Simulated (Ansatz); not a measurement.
**Tc of Na (Im-3m) from its phonons**

Aim: the phonon-mediated transition temperature of Na (Im-3m) at ambient pressure, over a range of μ*. The cell shown first is a relaxed one, from steps not shown here.

Calculated with Ansatz 0.2.0; DFT PBE, scalar-relativistic, plane waves, PseudoDojo norm-conserving pseudopotentials, in the first sound run; inputs show where later runs differ.

Most raw output is cut from this account.

### Step 1. The cell after earlier relaxation steps

Symmetry: Im-3m, No. 229, cubic system. Conventional cell: a = 4.201 Å, b = 4.201 Å, c = 4.201 Å, α = 90.00°, β = 90.00°, γ = 90.00°. Na has 8 Na at 3.64 Å nearest.

Structure file:

```cif
data_structure
_symmetry_space_group_name_H-M 'P 1'
_symmetry_Int_Tables_number 1
_cell_length_a 3.6385
_cell_length_b 3.6385
_cell_length_c 3.6385
_cell_angle_alpha 109.471
_cell_angle_beta 109.471
_cell_angle_gamma 109.471
_cell_volume 37.08
loop_
_atom_site_label
_atom_site_type_symbol
_atom_site_fract_x
_atom_site_fract_y
_atom_site_fract_z
_atom_site_occupancy
Na1 Na 0.00000 0.00000 0.00000 1
```

### Step 2. Coupling and resistivity: PseudoDojo files

The run that gives the couplings also evaluates McMillan's and Allen and Dynes's formulas and, where asked, the Eliashberg equations, over a range of μ*.

input.yaml

```yaml
crystal:
  lattice:
    - [-2.1007022276, 2.1007022276, 2.1007022276]
    - [2.1007022276, -2.1007022276, 2.1007022276]
    - [2.1007022276, 2.1007022276, -2.1007022276]
  atoms:
    - { symbol: Na, position: [0.0, 0.0, 0.0] }
kpoints:
  mp_grid: { grid: [8, 8, 8] }
hamiltonian:
  xc: pbe
  pseudopotentials: { kind: nc, accuracy: standard }
scf:
  occupations: { method: methfessel_paxton, width: 0.2 }
output:
  eigenvalues: true
phonons:
  method: dfpt
  qmesh: [2, 2, 2]
  temperatures: { t_max: 1000, t_step: 50 }
  qpath:
    path:
      - [[0.0, 0.0, 0.0], [0.5, -0.5, 0.5], [0.0, 0.0, 0.5], [0.0, 0.0, 0.0], [0.25, 0.25, 0.25], [0.5, -0.5, 0.5]]
      - [[0.25, 0.25, 0.25], [0.0, 0.0, 0.5]]
    npoints: 10
  electrical_resistivity:
    mesh: [12, 12, 12]
    temperatures: [20.0, 50.0, 80.0, 100.0, 150.0, 200.0, 273.0, 300.0, 400.0, 500.0, 600.0, 800.0]
  superconductivity: { mesh: [12, 12, 12], eliashberg_equations: false }
```

Launch:

```bash
ansatz run input.yaml --threads 4 --pin off --max-ram 10240MiB --backend cpu --events-out ev --progress --plain --runs-dir out
```

It took 18 s on 4 threads of Intel Xeon Platinum 8488C (Sapphire Rapids), shared host; peak memory 1.4 GiB.

This step gave:

```
volume per atom                                                                : 37.08 Å³
metallic on mesh                                                               : yes
gap on the k-mesh                                                              : 0 eV
zero point energy                                                              : 0.01560 eV/cell
share of imaginary modes in the plain interpolation between solved wavevectors : 0
highest frequency, solved or plainly interpolated                              : 125.6 cm⁻¹
Debye temperature (second moment)                                              : 165 K
resistivity at 300 K                                                           : 4.155 μΩ cm
coupling constant λ                                                            : 0.2188
density of states at the Fermi level                                           : 0.2401 states/eV a spin and cell
log mean phonon energy ħω_log                                                  : 10.48 meV
transport coupling constant λ_tr                                               : 0.1257, 0.1257, 0.1257 (xx, yy, zz)
Drude plasma energy                                                            : 5.972, 5.972, 5.972 eV (xx, yy, zz)
resistivity times mean free path                                               : 14.13, 14.13, 14.13 × 10⁻¹⁶ Ω m² (xx, yy, zz)
second-moment phonon energy ħω₂                                                : 11.82 meV
coupling λ by branch                                                           : 0.0434, 0.0243, 0.151 (branches by rank of frequency)
```

An empty cell: under 1 mK by a formula, or no transition down to the floor of the Eliashberg search. Transition temperatures:

| μ* | McMillan Tc (K) | Allen–Dynes Tc (K) |
| --- | --- | --- |
| 0.08 | 0.00506 | 0.00509 |
| 0.1 | - | - |
| 0.12 | - | - |
| 0.13 | - | - |
| 0.14 | - | - |
| 0.16 | - | - |
| 0.2 | - | - |

### Step 3. Coupling and resistivity: finite displacements

Finite displacements in a supercell are the other road to force constants and couplings; here with the base functional.

This step: DFT PBE, scalar-relativistic, plane waves, PAW (Ansatz 0.2.0).

Edit input.yaml of step 2 so:

```diff
@@ -2,5 +2,5 @@
   lattice:
-    - [-2.1007022276, 2.1007022276, 2.1007022276]
-    - [2.1007022276, -2.1007022276, 2.1007022276]
-    - [2.1007022276, 2.1007022276, -2.1007022276]
+    - [-2.0964609208, 2.0964609208, 2.0964609208]
+    - [2.0964609208, -2.0964609208, 2.0964609208]
+    - [2.0964609208, 2.0964609208, -2.0964609208]
   atoms:
@@ -11,3 +11,2 @@
   xc: pbe
-  pseudopotentials: { kind: nc, accuracy: standard }
 scf:
@@ -17,4 +16,4 @@
 phonons:
-  method: dfpt
-  qmesh: [2, 2, 2]
+  method: fd
+  supercell: [2, 2, 2]
   temperatures: { t_max: 1000, t_step: 50 }
```

It took 8.3 s on 4 threads; peak memory 0.88 GiB.

This step gave:

```yaml
volume_per_atom: 36.86 Å³
zero_point_energy: 0.01571 eV/cell
highest_frequency_solved_or_plainly_interpolated: 126.6 cm⁻¹
debye_temperature_second_moment: 166 K
resistivity_at_300_k: 4.028 μΩ cm
coupling_constant_lambda: 0.2136
density_of_states_at_the_fermi_level: 0.2394 states/eV a spin and cell
log_mean_phonon_energy_omega_log: 10.58 meV
transport_coupling_constant_lambda_tr: 0.1224, 0.1224, 0.1224 (xx, yy, zz)
drude_plasma_energy: 5.986, 5.986, 5.986 eV (xx, yy, zz)
resistivity_times_mean_free_path: 14.07, 14.07, 14.07 × 10⁻¹⁶ Ω m² (xx, yy, zz)
second_moment_phonon_energy_omega: 11.92 meV
coupling_lambda_by_branch: 0.0419, 0.0236, 0.148 (branches by rank of frequency)
```

An empty cell: under 1 mK by a formula, or no transition down to the floor of the Eliashberg search. Transition temperatures:

| μ* | McMillan Tc (K) | Allen–Dynes Tc (K) |
| --- | --- | --- |
| 0.08 | 0.00359 | 0.00361 |
| 0.1 | - | - |
| 0.12 | - | - |
| 0.13 | - | - |
| 0.14 | - | - |
| 0.16 | - | - |
| 0.2 | - | - |

### Step 4. Resistivity: r2SCAN at its own relaxed cell

The functional sets the lattice constant, the bands and the force constants.

This step: DFT r2SCAN, scalar-relativistic, plane waves, PAW (Ansatz 0.2.0).

Edit input.yaml of step 3 so:

```diff
@@ -2,5 +2,5 @@
   lattice:
-    - [-2.0964609208, 2.0964609208, 2.0964609208]
-    - [2.0964609208, -2.0964609208, 2.0964609208]
-    - [2.0964609208, 2.0964609208, -2.0964609208]
+    - [-2.1123137011, 2.1123137011, 2.1123137011]
+    - [2.1123137011, -2.1123137011, 2.1123137011]
+    - [2.1123137011, 2.1123137011, -2.1123137011]
   atoms:
@@ -10,3 +10,3 @@
 hamiltonian:
-  xc: pbe
+  xc: r2scan
 scf:
@@ -16,4 +16,4 @@
 phonons:
-  method: fd
-  supercell: [2, 2, 2]
+  method: dfpt
+  qmesh: [2, 2, 2]
   temperatures: { t_max: 1000, t_step: 50 }
```

Wall time 23 s (4 threads); peak memory 1.1 GiB.

This step gave:

- volume per atom: 37.70 Å³
- zero point energy: 0.01634 eV/cell
- highest frequency, solved or plainly interpolated: 132.2 cm⁻¹
- Debye temperature (second moment): 173 K
- resistivity at 300 K: 3.275 μΩ cm
- coupling constant λ: 0.1897
- density of states at the Fermi level: 0.2294 states/eV a spin and cell
- log mean phonon energy ħω_log: 10.69 meV
- transport coupling constant λ_tr: 0.1029, 0.1029, 0.1029 (xx, yy, zz)
- Drude plasma energy: 6.084, 6.084, 6.084 eV (xx, yy, zz)
- resistivity times mean free path: 14.31, 14.31, 14.31 × 10⁻¹⁶ Ω m² (xx, yy, zz)
- second-moment phonon energy ħω₂: 12.25 meV
- coupling λ by branch: 0.0363, 0.0163, 0.137 (branches by rank of frequency)

An empty cell: under 1 mK by a formula, or no transition down to the floor of the Eliashberg search. Transition temperatures:

| μ* | McMillan Tc (K) | Allen–Dynes Tc (K) |
| --- | --- | --- |
| 0.08 | - | - |
| 0.1 | - | - |
| 0.12 | - | - |
| 0.13 | - | - |
| 0.14 | - | - |
| 0.16 | - | - |
| 0.2 | - | - |

The Eliashberg function α²F by phonon energy; read off at these points:

| phonon energy (meV) | α²F | α²F tr |
| --- | --- | --- |
| 0.50 | 0 | 0 |
| 1.00 | 1.0e-4 | 0 |
| 1.50 | 2.2e-4 | 1.0e-4 |
| 2.00 | 8.2e-4 | 3.1e-4 |
| 2.50 | 0.00211 | 0.00100 |
| 3.00 | 0.00435 | 0.00217 |
| 3.50 | 0.00792 | 0.00457 |
| 4.00 | 0.0126 | 0.00817 |
| 4.50 | 0.0204 | 0.0104 |
| 5.00 | 0.0204 | 0.00975 |
| 5.50 | 0.0226 | 0.0101 |
| 6.00 | 0.0257 | 0.0117 |
| 6.50 | 0.0290 | 0.0139 |
| 7.00 | 0.0309 | 0.0151 |
| 7.50 | 0.0330 | 0.0159 |
| 8.00 | 0.0344 | 0.0150 |
| 8.50 | 0.0392 | 0.0159 |
| 9.00 | 0.0404 | 0.0164 |
| 9.50 | 0.0427 | 0.0174 |
| 10.00 | 0.0455 | 0.0190 |
| 10.50 | 0.0534 | 0.0241 |
| 11.00 | 0.0680 | 0.0354 |
| 11.50 | 0.0816 | 0.0436 |
| 12.00 | 0.0822 | 0.0408 |
| 12.50 | 0.0842 | 0.0411 |
| 13.00 | 0.0955 | 0.0445 |
| 13.50 | 0.113 | 0.0544 |
| 14.00 | 0.142 | 0.0761 |
| 14.50 | 0.215 | 0.120 |
| 15.00 | 0.281 | 0.170 |
| 15.30 | 0.310 | 0.201 |
| 15.50 | 0.302 | 0.206 |
| 16.00 | 0.276 | 0.203 |

The coupling constant from the curve is λ = 0.19; modes below 12.9 meV give half. The Eliashberg function α²F (α²F) has its highest peak at 15.3 meV.

### Step 5. Outcome

```yaml
meshes: q 2×2×2, k 8×8×8, scattering 12×12×12
coupling_constant_lambda: 0.190
log_mean_phonon_energy_omega_log: 10.7 meV
```

What this shows: In the last run (r2SCAN, q 2×2×2, k 8×8×8, scattering 12×12×12), with λ = 0.19 and ħω_log = 10.7 meV, Tc at μ* = 0.13 is under 1 mK by the formulas. Wikipedia's list of superconducting elements holds no transition of Na at normal pressure, in line with the calculation. In that run Allen and Dynes's formula gives no transition above 0.05 K at μ* = 0.10 or more. By the run's own test λ is not converged in the fine mesh: it moves by 2 % between the two finest. The run's transport test calls it not converged in the mesh; ρ(300 K) moves by 16 % in the component that moves most. These meshes are coarse. Over the runs, λ takes the values 0.219, 0.214 and 0.190, in the order shown. μ* is a typed number, phonons are harmonic, and spin fluctuations are left out; with λ this near or under μ*(1 + 0.62 λ), the formulas give Tc only to its order of magnitude, or none.

[Logs are printed without paths, hosts, clocks, repeated set-up lines and the standing remarks that a program may print on its own settings, such as how far it seeks lower states.]

[Hosts, paths, dates, database ids (printed as entryN), source tags and the programs' standing remarks are cut or masked in the printed files.]
